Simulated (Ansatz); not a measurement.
# Is the response still linear at 0.25 V/Å? 1T-HfS2 5 layers, AA

The dipole of a slab grows in proportion to a weak field along its normal. Does the weak-field slope carry to a strong field?

How it was computed: Ansatz 0.2.0, plane waves with PAW datasets (its set soft_2), PBE-D3(BJ); atoms held at their relaxed places, 18 Å of vacuum, dipole correction, cell area 11.28 Å², 18×18 k-points, smearing 0.05 eV. Without field the slab has a gap of 1.01 eV.

| run | field (V/Å) | dipole (e·Å) |
| --- | --- | --- |
| run 1 | −0.03 | −0.04450 |
| run 2 | 0.00 | 0.00000 |
| run 3 | 0.03 | 0.04450 |
| run 4 | 0.25 | ? |

**Question.** What value belongs in the row marked “?”, and how far can the other rows tell?

A least-squares line through the 3 rows shown has slope 1.483333 and intercept 0.000000; no row lies more than 0.00001 e·Å off it. A perfect conductor with that slope would be 180.95 × 1.48333 / 11.28 = 23.80 Å thick. At 0.25 it gives 1.483333 × 0.25 + 0.000000 = 0.37083 e·Å, beyond the rows fitted. Rounding and scatter of the rows alone allow about ±0.00004 e·Å there.

The run itself gives 0.37802 e·Å: a miss of +0.00719 e·Å. That is 1.9 % of the induced dipole, a small departure from the straight line; meanwhile the gap has gone from 1.01 eV to 0.29 eV.

**Limits.** Ions are held, so this is the electronic response. Of the series that stay linear within 1 %, this collection keeps about one in seven, and it keeps all that bend. Spin-orbit coupling is left out, which changes the bands of elements this heavy.
